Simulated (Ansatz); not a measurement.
**Electron–phonon scattering in Os-Ir-Ir-Os stack of (111) layers**

The plan: relax Os-Ir-Ir-Os stack of (111) layers, check its phonons, and, if the lattice is stable, compute its Eliashberg function and ρ(T).

Program: Ansatz 0.2.0. Level of theory: DFT PBEsol, scalar-relativistic, plane waves, PAW; PAW set soft_1. Results are calculated unless marked as measured.

## Step 1: The starting structure

The cell holds 4 atoms: 2 Os and 2 Ir. Cell: a = 2.715 Å, b = 2.715 Å, c = 17.651 Å, α = 90.0°, β = 90.0°, γ = 120.0°. Vacuum lies along c.

## Step 2: Rough relaxation

Large forces or a large pressure at the start call for a first relaxation with loose thresholds.

input.yaml reads:

```yaml
crystal:
  lattice:
    - [2.71529, 0.0, 0.0]
    - [-1.35765, 2.35151, 0.0]
    - [0.0, 0.0, 17.65108]
  atoms:
    - { symbol: Os, position: [0.0, 0.0, 0.31159575] }
    - { symbol: Ir, position: [0.33333333, 0.66666667, 0.43719858] }
    - { symbol: Ir, position: [0.66666667, 0.33333333, 0.56280142] }
    - { symbol: Os, position: [0.0, 0.0, 0.68840425] }
  periodic: [true, true, false]
kpoints:
  mp_grid: { grid: [9, 9, 1] }
hamiltonian:
  xc: pbesol
  pseudopotentials: { kind: paw, azcp: { folder: soft_1 }, xc_functional: pbe }
scf:
  occupations: { method: gaussian, width: 0.1 }
output:
  forces: true
  stress: true
  eigenvalues: true
relax:
  adjacent_minimum: "off"
  f_tol: 0.05
  max_steps: 80
  cell: { stress_2d_tol: 0.02 }
```

On the command line:

```bash
ansatz run input.yaml --threads 4 --pin off --max-ram 12288MiB --backend cpu --events-out ev --progress --plain --runs-dir out
```

Numbers of over 12 decimals in the logs are rounded to 6 here.

The log of the run:

```text
Warning: crystal.periodic: the lattice vector that does not repeat stood 0.000° off the slab's normal, 17.651 Å along it as the deck builds it. The run solves the slab on a vector along the normal, 37.102 Å long, with every atom where it was (on the deck's vector they left 11.00 Å outside them, and the widest stretch free of ions among them is 2.22 Å). A fractional position that the run reports is one of the run's ce [...]
The last accepted step is kept in <dir> (removed where the run ends without a failure and the disk answers)
crystal.periodic: the lattice vector that does not repeat stood 0.000° off the slab's normal, 17.651 Å along it as the deck builds it. The run solves the slab on a vector along the normal, 37.102 Å long, with every atom where it was (on the deck's vector they left 11.00 Å outside them, and the widest stretch free of ions among them is 2.22 Å). A fractional position that the run reports is one of the run's cell, which [...]
Engine: ansatz 0.2.0, aarch64-unknown-linux-gnu
Pseudopotentials: kind: paw
Pseudopotential: Os, paw, valence charge 16, recommended cutoff 420 eV (normal), soft_1/Os.paw.azcp
Pseudopotential: Ir, paw, valence charge 17, recommended cutoff 420 eV (normal), soft_1/Ir.paw.azcp
Functional definition: PBEsol
  exchange = pbesol_x
  correlation = pbesol_c
Crystal: 4 atoms, lattice volume = 236.898 Å³
Basis set: ecut = 420 eV, 4665 PW (Γ), exchange–correlation on 40×40×500 points (8 copies of the dense FFT grid, shifted against one another)
Bands: 40, of which v1, the nominal top of the filled ones, is band 33 counted from 1 (32 counted from 0)
Symmetry: 12 space group operations
Space group: P-3m1 (ITA 164), of the structure as read, at distance tolerance 6.2e-5 Å
k-points: 12 of 81
Non-local potential: Os, projectors of the file, l = 0: 3, l = 1: 2, l = 2: 2, l = 3: 1
Non-local potential: Ir, projectors of the file, l = 0: 3, l = 1: 2, l = 2: 2, l = 3: 1
PAW form: soft (Blöchl's): semilocal exchange-correlation on the pseudo side does not see the compensation charge
PAW frozen core: Os, regenerated for the run's functional, and the local potential with it (the file was generated under x = pbe(κ = 0.804, μ = 0.219515), c = pbe(β = 0.066725))
PAW frozen core: Ir, regenerated for the run's functional, and the local potential with it (the file was generated under x = pbe(κ = 0.804, μ = 0.219515), c = pbe(β = 0.066725))
PAW one-centre angular grid: Os, 590 points (default); XC on 64 Gauss nodes
PAW one-centre angular grid: Ir, 590 points (default); XC on 64 Gauss nodes
Initial density: superposition of atomic densities (neutral atoms: chi_scale 0, normalization atom)
Initial wavefunctions: pseudopotential atomic-orbital guess
Functional: x = pbesol(κ = 0.804, μ = 0.123457), c = pbesol(β = 0.046)
SCF iter   1: F=—  HF=-46103.295158 eV  |F-HF|=—  |Δ(HF+E_count)|=         —  Δρ=2.95e-2  dr2=3.09e0  ethr=3.10e-3  ⟨swp⟩=16.2  Hψ=3784  notcnv=0
preconditioner: auto → LDOS  [insulator: Δε(μ)=0.120 eV  Ē_g=6.059 eV  σ=0.100 eV  W_gap=0.60  n_scr=26 (ndim 8)  ℏωp=14.1 eV  f_vac=0.707  D(μ)=4.49/eV (n_scr^D=20)  ε∞_Penn≈6.4  β→1.0]
SCF iter   2: F=—  HF=-46103.032178 eV  |F-HF|=—  |Δ(HF+E_count)|=   2.63e-1  Δρ=2.39e-2  dr2=2.45e0  ethr=3.10e-3  ⟨swp⟩=4.5  Hψ=1467  notcnv=0  defer=16
SCF iter   3: F=—  HF=-46102.447395 eV  |F-HF|=—  |Δ(HF+E_count)|=   5.85e-1  Δρ=3.80e-3  dr2=9.13e-2  ethr=3.10e-3  ⟨swp⟩=3.2  Hψ=1121  notcnv=0  defer=16
SCF iter   4: F=—  HF=-46102.451599 eV  |F-HF|=—  |Δ(HF+E_count)|=   4.20e-3  Δρ=1.89e-3  dr2=9.58e-3  ethr=1.38e-4  ⟨swp⟩=3.2  Hψ=1192  notcnv=0  defer=13
SCF iter   5: F=—  HF=-46102.449457 eV  |F-HF|=—  |Δ(HF+E_count)|=   2.14e-3  Δρ=5.80e-4  dr2=1.38e-3  ethr=1.45e-5  ⟨swp⟩=4.0  Hψ=1215  notcnv=0  defer=13
SCF iter   6: F=—  HF=-46102.449644 eV  |F-HF|=—  |Δ(HF+E_count)|=   1.87e-4  Δρ=3.75e-4  dr2=4.64e-4  ethr=2.09e-6  ⟨swp⟩=3.8  Hψ=1207  notcnv=0  defer=13
SCF iter   7: F=—  HF=-46102.449525 eV  |F-HF|=—  |Δ(HF+E_count)|=   1.19e-4  Δρ=1.60e-4  dr2=4.75e-5  ethr=7.03e-7  ⟨swp⟩=3.2  Hψ=922  notcnv=0  defer=13
SCF iter   8: F=—  HF=-46102.449453 eV  |F-HF|=—  |Δ(HF+E_count)|=   7.22e-5  Δρ=5.01e-5  dr2=7.78e-6  ethr=7.20e-8  ⟨swp⟩=3.2  Hψ=1079  notcnv=0  defer=13
SCF iter   9: F=—  HF=-46102.449453 eV  |F-HF|=—  |Δ(HF+E_count)|=   5.04e-7  Δρ=1.27e-5  dr2=5.99e-7  ethr=1.18e-8  ⟨swp⟩=4.2  Hψ=1216  notcnv=0  defer=13
SCF iter  10: F=-46102.449453 eV  HF=-46102.449453 eV  |F-HF|=1.23e-8  |Δ(HF+E_count)|=   1.75e-8  Δρ=2.43e-6  dr2=1.49e-8  ethr=1.52e-10  ⟨swp⟩=19.2  Hψ=3303  notcnv=0
SCF 1 converged in 10 iterations: F = -46102.449453 eV  dr2 = 1.49e-8
  greatest PAW one-centre occupation: 1.000 electrons in one spin orbital (limit 2), on the Ir atom at site 2 (counted from 0), in its partial waves of l = 0
relax step   1: F+E_penalty+E_count = -46102.44945254 eV  Δ(F+E_penalty+E_count) = +0.000e0 eV  max|allowed force component| = 1.335e0 eV/Å  Δτ_max = 0.0000 Å  P = -17.004 N/m  Ω = 236.898 Å³  fix = [c, alpha, beta]  reactions: c -0.000 N/m  (10 SCF iters, dr2 threshold 1.00e-7 eV, accepted)
Crystal: 4 atoms, lattice volume = 215.988 Å³
Basis set: ecut = 420 eV, 4317 PW (Γ), exchange–correlation on 40×40×500 points (8 copies of the dense FFT grid, shifted against one another)
Initial density: handed on by an earlier stage of this run
Initial wavefunctions: those handed on with the density
iter 1 solved again at ethr=5.60e-4 eV; its pass at ethr=3.10e-3 eV (dr2=3.69e-1 eV) is discarded
SCF iter   1: F=—  HF=-46102.029173 eV  |F-HF|=—  |Δ(HF+E_count)|=         —  Δρ=9.14e-3  dr2=3.74e-1  ethr=5.60e-4  ⟨swp⟩=2.2  Hψ=4440  notcnv=0
preconditioner: auto → LDOS  [metal: Δε(μ)=0.024 eV  Ē_g=7.092 eV  σ=0.100 eV  W_gap=0.14  n_scr=26 (ndim 8)  ℏωp=14.7 eV  f_vac=0.720  D(μ)=4.51/eV (n_scr^D=22)  β→1.0]
SCF iter   2: F=—  HF=-46102.101669 eV  |F-HF|=—  |Δ(HF+E_count)|=   7.25e-2  Δρ=9.20e-3  dr2=5.74e-1  ethr=5.60e-4  ⟨swp⟩=4.6  Hψ=1436  notcnv=0
SCF iter   3: F=—  HF=-46101.963958 eV  |F-HF|=—  |Δ(HF+E_count)|=   1.38e-1  Δρ=2.38e-3  dr2=2.57e-2  ethr=5.60e-4  ⟨swp⟩=3.0  Hψ=1089  notcnv=0  defer=16
SCF iter   4: F=—  HF=-46101.960820 eV  |F-HF|=—  |Δ(HF+E_count)|=   3.14e-3  Δρ=6.36e-4  dr2=1.10e-3  ethr=3.89e-5  ⟨swp⟩=3.6  Hψ=1144  notcnv=0  defer=16
SCF iter   5: F=—  HF=-46101.960733 eV  |F-HF|=—  |Δ(HF+E_count)|=   8.71e-5  Δρ=2.12e-4  dr2=7.59e-5  ethr=1.67e-6  ⟨swp⟩=3.9  Hψ=1124  notcnv=0  defer=16
SCF iter   6: F=—  HF=-46101.960673 eV  |F-HF|=—  |Δ(HF+E_count)|=   6.01e-5  Δρ=9.97e-5  dr2=2.61e-5  ethr=1.15e-7  ⟨swp⟩=4.0  Hψ=1204  notcnv=0  defer=16
[...]
SCF iter   9: F=—  HF=-46102.669931 eV  |F-HF|=—  |Δ(HF+E_count)|=   1.74e-8  Δρ=1.65e-6  dr2=1.03e-8  ethr=1.64e-10  ⟨swp⟩=4.0  Hψ=1171  notcnv=0  defer=12
SCF iter  10: F=—  HF=-46102.669931 eV  |F-HF|=—  |Δ(HF+E_count)|=   3.11e-8  Δρ=4.45e-7  dr2=7.08e-10  ethr=1.56e-11  ⟨swp⟩=3.8  Hψ=1065  notcnv=0  defer=12
SCF iter  11: F=—  HF=-46102.669931 eV  |F-HF|=—  |Δ(HF+E_count)|=   2.61e-9  Δρ=1.24e-7  dr2=2.45e-11  ethr=1.07e-12  ⟨swp⟩=4.4  Hψ=1211  notcnv=0  defer=12
SCF iter  12: F=—  HF=-46102.669931 eV  |F-HF|=—  |Δ(HF+E_count)|=   1.33e-9  Δρ=3.32e-8  dr2=6.02e-12  ethr=1.00e-12  ⟨swp⟩=1.6  Hψ=523  notcnv=0  defer=12
SCF iter  13: F=-46102.669931 eV  HF=-46102.669931 eV  |F-HF|=2.91e-10  |Δ(HF+E_count)|=  1.24e-10  Δρ=2.03e-8  dr2=9.30e-13  ethr=1.00e-12  ⟨swp⟩=20.2  Hψ=4030  notcnv=0
SCF 3 converged in 13 iterations: F = -46102.669931 eV  dr2 = 9.30e-13
relax step   3: F+E_penalty+E_count = -46102.66993085 eV  Δ(F+E_penalty+E_count) = -2.205e-1 eV  max|allowed force component| = 5.511e-1 eV/Å  Δτ_max = 0.0334 Å  P = -2.944 N/m  Ω = 230.273 Å³  energy of the carried Pulay correction = +7.962e-4 eV  fix = [c, alpha, beta]  reactions: c -0.000 N/m  (13 SCF iters, accepted)
[...]
relax step   4: F+E_penalty+E_count = -46102.68985240 eV  Δ(F+E_penalty+E_count) = -1.992e-2 eV  max|allowed force component| = 1.182e-1 eV/Å  Δτ_max = 0.0321 Å  P = +0.270 N/m  Ω = 229.404 Å³  energy of the carried Pulay correction = +9.023e-4 eV  fix = [c, alpha, beta]  reactions: c +0.000 N/m  (6 SCF iters, dr2 threshold 4.00e-7 eV, accepted)
[...]
relax step   5: F+E_penalty+E_count = -46102.69234460 eV  Δ(F+E_penalty+E_count) = -2.492e-3 eV  max|allowed force component| = 7.803e-2 eV/Å  Δτ_max = 0.0252 Å  P = +0.642 N/m  Ω = 229.688 Å³  energy of the carried Pulay correction = +8.676e-4 eV  fix = [c, alpha, beta]  reactions: c +0.000 N/m  (6 SCF iters, dr2 threshold 4.00e-7 eV, accepted)
[...]
relax step   6: F+E_penalty+E_count = -46102.69303064 eV  Δ(F+E_penalty+E_count) = -6.860e-4 eV  max|allowed force component| = 1.339e-3 eV/Å  Δτ_max = 0.0081 Å  P = +0.050 N/m  Ω = 229.796 Å³  energy of the carried Pulay correction = +8.544e-4 eV  fix = [c, alpha, beta]  reactions: c +0.000 N/m  (5 SCF iters, dr2 threshold 3.81e-7 eV, accepted)
[...]
relax step   7: F+E_penalty+E_count = -46102.69302863 eV  Δ(F+E_penalty+E_count) = +2.018e-6 eV  max|allowed force component| = 3.157e-4 eV/Å  Δτ_max = 0.0002 Å  P = +0.003 N/m  Ω = 229.825 Å³  energy of the carried Pulay correction = +8.508e-4 eV  fix = [c, alpha, beta]  reactions: c +0.000 N/m  (5 SCF iters, dr2 threshold 2.23e-9 eV, accepted)
Basis set: ecut = 420 eV, 4581 PW (Γ), exchange–correlation on 36×36×500 points (8 copies of the dense FFT grid, shifted against one another)
Initial wavefunctions: pseudopotential atomic-orbital guess (no wavefunctions were taken with the density)
iter 1 solved again at ethr=9.42e-8 eV; its pass at ethr=3.10e-3 eV (dr2=6.22e-5 eV) is discarded
SCF iter   1: F=—  HF=-46102.692119 eV  |F-HF|=—  |Δ(HF+E_count)|=         —  Δρ=3.96e-5  dr2=6.56e-7  ethr=9.42e-8  ⟨swp⟩=8.6  Hψ=6677  notcnv=0
SCF iter   2: F=—  HF=-46102.692064 eV  |F-HF|=—  |Δ(HF+E_count)|=   5.42e-5  Δρ=6.94e-6  dr2=9.75e-8  ethr=9.94e-10  ⟨swp⟩=4.2  Hψ=1316  notcnv=0
SCF iter   3: F=—  HF=-46102.692064 eV  |F-HF|=—  |Δ(HF+E_count)|=   6.53e-8  Δρ=2.09e-6  dr2=9.67e-9  ethr=1.48e-10  ⟨swp⟩=3.7  Hψ=1197  notcnv=0
SCF iter   4: F=—  HF=-46102.692065 eV  |F-HF|=—  |Δ(HF+E_count)|=   8.46e-9  Δρ=3.89e-7  dr2=7.48e-10  ethr=1.46e-11  ⟨swp⟩=4.1  Hψ=1290  notcnv=0
SCF iter   5: F=—  HF=-46102.692065 eV  |F-HF|=—  |Δ(HF+E_count)|=   1.23e-9  Δρ=1.83e-7  dr2=2.51e-10  ethr=1.13e-12  ⟨swp⟩=3.7  Hψ=1123  notcnv=0
SCF iter   6: F=—  HF=-46102.692065 eV  |F-HF|=—  |Δ(HF+E_count)|=   1.86e-9  Δρ=6.73e-8  dr2=3.10e-11  ethr=1.00e-12  ⟨swp⟩=2.2  Hψ=695  notcnv=0
SCF iter   7: F=-46102.692065 eV  HF=-46102.692065 eV  |F-HF|=1.02e-10  |Δ(HF+E_count)|=  3.06e-10  Δρ=1.82e-8  dr2=2.12e-12  ethr=1.00e-12  ⟨swp⟩=16.2  Hψ=4372  notcnv=0
SCF 8 converged in 7 iterations: F = -46102.692065 eV  dr2 = 2.12e-12
relax step   8: F+E_penalty+E_count = -46102.69206450 eV  Δ(F+E_penalty+E_count) = +9.641e-4 eV  max|allowed force component| = 5.369e-4 eV/Å  Δτ_max = 0.0000 Å  P = +0.018 N/m  Ω = 229.825 Å³  fix = [c, alpha, beta]  reactions: c +0.000 N/m  stress off target by 1.83e-2 N/m on what of the cell is left free  SCF on the basis re-selected at this cell (its energy is not comparable with the rows above)  (7 SCF iters)
basis re-selected at this cell: Δ(F+E_penalty+E_count) = +9.641e-4 eV, ΔP = +0.016 N/m vs the last step (what re-selecting the basis moved, of the pressure what is left beyond the Pulay correction that the steps carried, after the strain that the cell walked since its last selection, with what the two solves' SCF thresholds leave and, on support functions, any second-order correction that the steps lacked; it is no measure of the basis error at this ecutwfc). The dense FFT grid was sized anew with the basis: this SCF ran on 18×18×250 points, the steps before it on 20×20×250, so part of this shift can come from that change (see relax.cell in the input reference). [rest of the remark cut]
SCF converged after 7 iterations
Free energy (F): -46102.692065 eV
Harris-Foulkes:  -46102.692065 eV  (|F-HF|=1.02e-10)
Internal energy: -46102.662363 eV  (E = F + TS)
E sigma→0 (E₀):  -46102.677214 eV
Entropy (-TS):   -0.029701 eV (-7.425 meV/atom)
Fermi energy:    -5.567321 eV
--- Per-component energies (eV) ---
  E_band       = -2359.704908
  E_kinetic    = 2062.723578
  E_local      = -413425.290714  (includes V_loc(G=0)·N_el)
  E_nonlocal   = 786.554121
  E_hartree    = 205144.291218
  E_xc         = -921.369265
  E_vxc        = -1002.214174  (∫ρ·V_xc dr)
  E_paw        = -36089.919683  (= ΣΔE_a)
  E_vpaw       = -1070.061245  (= ΣTr[D̂ρ^β])
  E_aug_tail   = 0.001603  (compensation charges beyond the density's cutoff)
  E_ewald      = 196339.320088
  E_core_change = 1.026692  (= ΣΔE_core)
  E_smearing   = -0.029701  (= −TS)
  E_closure    = 0.000000  (closes the sum)
  Σ components = -46102.692065   (vs F -46102.692065, Δ=0.00e0)
--- Forces (eV/Å), atoms counted from 1 ---
  atom   1  Os    -0.00000000    -0.00000000    -0.00053691
  atom   2  Ir    -0.00000000    -0.00000000     0.00051169
  atom   3  Ir     0.00000000     0.00000000    -0.00051169
  atom   4  Os     0.00000000     0.00000000     0.00053691
  max |Σ_I F_I| component: 4.63e-18 eV/Å
--- 2D stress c σ (N/m, compression-positive) ---
        0.018296       0.000000       0.000000
        0.000000       0.018296       0.000000
        0.000000       0.000000       0.000000
  P = ½ c Tr σ = 0.0183 N/m
--- Band table (eV; the first three rows and the last of 12) ---
  k-point 0: bands = [... 29 lower, -8.1161, -8.1161, -6.4038, -6.3448, -6.3448, -6.0396, -6.0396, -5.4990, ... 3 higher]
  k-point 1: bands = [... 29 lower, -8.0670, -7.7523, -7.0012, -6.7928, -6.4783, -6.4060, -5.9628, -5.6711, ... 3 higher]
  k-point 2: bands = [... 29 lower, -7.8341, -7.6936, -7.2298, -6.9064, -6.3005, -5.8255, -5.5821, -4.8421, ... 3 higher]
  k-point 11: bands = [... 29 lower, -7.6724, -6.2908, -6.2908, -4.8749, -4.7345, -4.7345, -4.4961, 0.6027, ... 3 higher]
--- Relaxed structure (7 steps of the walk, 6 accepted, 1 SCFs on fresh bases) ---
  F+E_penalty+E_count = -46102.69206450 eV   max|allowed force component| = 5.369e-4 eV/Å   (the final SCF, on the basis selected at the relaxed cell)
  cell:  # Å, volume = 229.8252 Å³
    - [2.674447, 2.843329063242208e-6, 0]
    - [-1.337226, 2.316137, 0]
    - [0, 0, 37.10215395636]
  atoms:
    - { symbol: Os, position: [1.3769224244052388e-18, 0, 0.149601] }
    - { symbol: Ir, position: [0.333333, 0.666667, 0.206592] }
    - { symbol: Ir, position: [0.666667, 0.333333, 0.269151] }
    - { symbol: Os, position: [-1.3769224244052394e-18, 0, 0.326142] }
```

Elapsed: 22 s, on 4 threads of Arm Neoverse V1, shared host; peak memory 0.62 GiB; 82 s of CPU time.

Step by step:

```csv
step,energy less that of the first step (eV),largest force component (eV/Å),volume (Å³)
1,0.0000,1.3349,236.90
2,0.4888,2.7466,215.99
3,-0.2205,0.5511,230.27
4,-0.2404,0.1182,229.40
5,-0.2429,0.0780,229.69
6,-0.2436,0.0013,229.80
7,-0.2436,0.0003,229.83
8*,-0.2426,0.0005,229.83
```

Relaxation steps marked * repeat the geometry before them on a plane-wave basis chosen anew for their cell, so energy and pressure can jump there. Relaxation step 2 was tried and not accepted.

The run keeps the 12 symmetry operations that it works with, so distortions that break them were not tested.

```csv
cell as run,before,after,change
a (Å),2.715,2.674,-1.5 %
b (Å),2.715,2.674,-1.5 %
```

The atoms that moved most (Å, along periodic axes as changes of fractional coordinates times the final cell, across vacuum about the mean position):

```csv
atom,dx,dy,dz,length
Ir3,0.000,0.000,0.052,0.052
Ir2,0.000,0.000,-0.052,0.052
Os4,0.000,0.000,-0.051,0.051
Os1,0.000,0.000,0.051,0.051
```

The relaxed structure:

```xyz
4
Lattice="2.6744 0.0000 0.0000 -1.3372 2.3161 0.0000 0.0000 0.0000 37.1022" Properties=species:S:1:pos:R:3
Os    0.0000    0.0000    5.5505
Ir    0.0000    1.5441    7.6650
Ir    1.3372    0.7720    9.9861
Os    0.0000    0.0000   12.1006
```

Numbers from this step:

```yaml
metallic_on_mesh: yes
gap_on_the_k_mesh: 0 eV
```

The relaxation ends with a largest force component of 5.4e-4 eV/Å.

## Step 3: Relaxing cell and atoms

The structure is brought to rest under this functional.

input.yaml, the sections that differ from step 2:

```yaml
crystal:
  lattice:
    - [2.6744467576, 2.8433e-06, 0.0]
    - [-1.3372258412, 2.3161374115, 0.0]
    - [0.0, 0.0, 37.1021539564]
  atoms:
    - { symbol: Os, position: [0.0, 0.0, 0.1496008811] }
    - { symbol: Ir, position: [0.3333333333, 0.6666666667, 0.206591948] }
    - { symbol: Ir, position: [0.6666666667, 0.3333333333, 0.2691507817] }
    - { symbol: Os, position: [0.0, 0.0, 0.3261418485] }
  periodic: [true, true, false]
kpoints:
  mp_grid: { grid: [12, 12, 1] }
relax:
  adjacent_minimum: "off"
  f_tol: 0.005
  max_steps: 80
  cell: { stress_2d_tol: 0.02 }
# hamiltonian, scf, output: as in step 2
```

The log of the run:

```text
[the first part of the log is left out]
  E_aug_tail   = 0.001596  (compensation charges beyond the density's cutoff)
  E_ewald      = 196787.970048
  E_core_change = 1.026692  (= ΣΔE_core)
  E_smearing   = -0.016810  (= −TS)
  E_closure    = -0.000000  (closes the sum)
  Σ components = -46102.722671   (vs F -46102.722671, Δ=0.00e0)
--- Forces (eV/Å), atoms counted from 1 ---
  atom   1  Os     0.00000000    -0.00000000    -0.00159144
  atom   2  Ir    -0.00000000    -0.00000000     0.00055794
[...]
P = ½ c Tr σ = 0.0175 N/m
--- Band table (eV; the first three rows and the last of 19) ---
[...]
--- Relaxed structure (4 steps of the walk, 4 accepted, 1 SCFs on fresh bases) ---
[...]
cell:  # Å, volume = 229.1794 Å³
    - [2.670687, 2.8393198061559224e-6, 0]
    - [-1.335346, 2.312881, 0]
    - [0, 0, 37.1021539564]
  atoms:
    - { symbol: Os, position: [-1.95171137530046e-19, 0, 0.149411] }
    - { symbol: Ir, position: [0.333333, 0.666667, 0.206726] }
    - { symbol: Ir, position: [0.666667, 0.333333, 0.269016] }
    - { symbol: Os, position: [1.9517113753004535e-19, 0, 0.326332] }
```

Elapsed: 19 s, on 4 threads; peak memory 0.67 GiB; 71 s of CPU time.

Relaxation path:

```csv
step,energy less that of the first step (eV),largest force component (eV/Å),volume (Å³)
1,0.0000,0.1808,229.83
2,-0.0010,0.1126,228.51
3,-0.0023,0.0071,229.20
4,-0.0023,0.0016,229.18
5,-0.0023,0.0016,229.18
```

The log counts 1 steps on a newly chosen plane-wave basis, not all of them marked here; energy and pressure can jump at such steps.

```csv
cell as run,before,after,change
a (Å),2.674,2.671,-0.1 %
b (Å),2.674,2.671,-0.1 %
```

The relaxed structure:

```xyz
4
Lattice="2.6707 0.0000 0.0000 -1.3353 2.3129 0.0000 0.0000 0.0000 37.1022" Properties=species:S:1:pos:R:3
Os    0.0000    0.0000    5.5435
Ir    0.0000    1.5419    7.6700
Ir    1.3353    0.7710    9.9811
Os    0.0000    0.0000   12.1076
```

The relaxation ends with a largest force component of 0.0016 eV/Å.

[end of part 1 of 3]

[Logs are printed without paths, hosts, clocks, repeated set-up lines and the standing remarks that a program may print on its own settings, such as how far it seeks lower states.]

[Hosts, paths, dates, database ids (printed as entryN), source tags and the programs' standing remarks are cut or masked in the printed files.]
